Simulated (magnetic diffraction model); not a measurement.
## Magnetic neutron pattern of ScMnFeO4

Space group Imma (no. 74), a = 5.9790 Å, b = 6.0780 Å, c = 8.6660 Å.

| site | atom | x | y | z |
| --- | --- | --- | --- | --- |
| 4c | Fe | 1/4 | 3/4 | 3/4 |
| 4e | Mn | 0 | 1/4 | 0.8711 |
| 4b | Sc | 1/2 | 1/2 | 0 |
| 8i | O | 0.7661 | 3/4 | 0.5092 |
| 8h | O | 0 | 0.5286 | 0.7452 |

The compound is invented for this exercise: a known structure type with other elements, its cell scaled to their sizes and not relaxed.

Only Fe and Mn are taken to order (form factors of Fe3+ and Mn2+); orders and moment sizes are assumed, and not adapted to the symmetry. Radiation: neutrons of λ = 1.594 Å, 5° to 40°; isotropic B of 0.71 Å² (Fe), 0.76 Å² (Mn), 0.67 Å² (Sc) and 0.92 Å² (O). Simulated constant-wavelength pattern: nuclear and magnetic terms add, the magnetic one as |2.695 fm × Σ f S⊥ exp(2πi Q·r) exp(−B s²)|², summed over all Q at one angle with the factor 1/(sin²θ cos θ). For collinear order S is the moment m, which repeats by lattice and centring translations R with the sign exp(−2πi k·R). Free-ion form factors, Sears's scattering lengths of 1992, no absorption; a label names one of the reflections at its angle. The strongest nuclear line in the range is 100, and lines under 0.2 are left out.

Assume the order k = (0 0 0), collinear moments along [101], 3.75 μB on Fe and 4.72 μB on Mn; signs + at (1/4, 3/4, 3/4), − at (3/4, 3/4, 3/4), − at (0, 1/4, 0.8711), − at (1/2, 1/4, 0.6289).

Predict the pattern, nuclear and magnetic parts apart.

| 2θ (°) | index | nuclear | magnetic |
| --- | --- | --- | --- |
| 18.43 | (0 1 1) | 84.4 | 20.1 |
| 18.64 | (1 0 1) | 100.0 | 54.6 |
| 21.20 | (0 0 2) | 1.3 | 0.0 |
| 21.55 | (1 1 0) | 0.0 | 19.0 |
| 30.41 | (0 2 0) | 2.4 | 6.4 |
| 30.41 | (1 1 2) | 3.4 | 11.3 |
| 30.92 | (2 0 0) | 0.0 | 4.1 |
| 35.57 | (0 1 3) | 5.2 | 1.5 |
| 35.69 | (1 0 3) | 9.6 | 7.7 |
| 35.91 | (1 2 1) | 16.3 | 18.6 |
| 36.24 | (2 1 1) | 5.8 | 5.4 |

The strongest magnetic line in the range is (1 0 1) at 18.64° (54.6). On top of the Lorentz factor, which all lines share, magnetic lines fade with angle because f falls: for Fe3+ it is 0.92, 0.72, 0.50 and 0.17 at sin θ/λ = 0.1, 0.2, 0.3 and 0.5 Å⁻¹, while nuclear lengths stay constant. The net moment is 9.44 μB a primitive cell.
